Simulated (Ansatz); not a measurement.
Rows from a G0W0 calculation on Ge7F2 (fluorine-terminated (110) film, 7 layers) (Ansatz 0.2.0; G0W0 on PBEsol, plane waves, PAW; PAW set soft_1; 4×4×1 mesh, 1762 empty bands, screening to 75 eV, PAW set soft_1 files), in eV. Spin-orbit coupling is left out.

```
row      Σx     Σc     Vxc     Z
  A   -7.32  -3.81  -11.24  0.69
  B  -15.93   1.01  -14.71  0.68
  C  -18.15   2.11  -15.73  0.65
  D  -10.67  -3.45  -14.41  0.69
  E  -10.34  -3.33  -13.91  0.69
  F  -13.95  -3.33  -17.77  0.69
```

Q: Which rows are filled states and which are empty ones, and how can one tell?

Filled: B and C. Empty: A, D, E and F. The sign of Σc tells: for a filled state bare exchange, which holds its interaction with itself, lies below Vxc (Σx − Vxc is -1.2 eV or lower here) and screening gives part back as a positive Σc. For an empty state Σx lies above Vxc (+3.6 eV or more) and the Coulomb hole leaves Σc negative.

[Paths, hosts, dates, memory and timing lines, banners, echoed tables and standing remarks are left out of the program output.]

[Logs are printed without paths, hosts, clocks, repeated set-up lines and the standing remarks that a program may print on its own settings, such as how far it seeks lower states.]

[Runs of the session that timed out or met a known fault of the program may be left out.]

[Cells called generated may have been cut or substituted from an entry of the Crystallography Open Database or the Materials Project.]

[Hosts, paths, dates, database ids (printed as entryN), source tags and the programs' standing remarks are cut or masked in the printed files.]
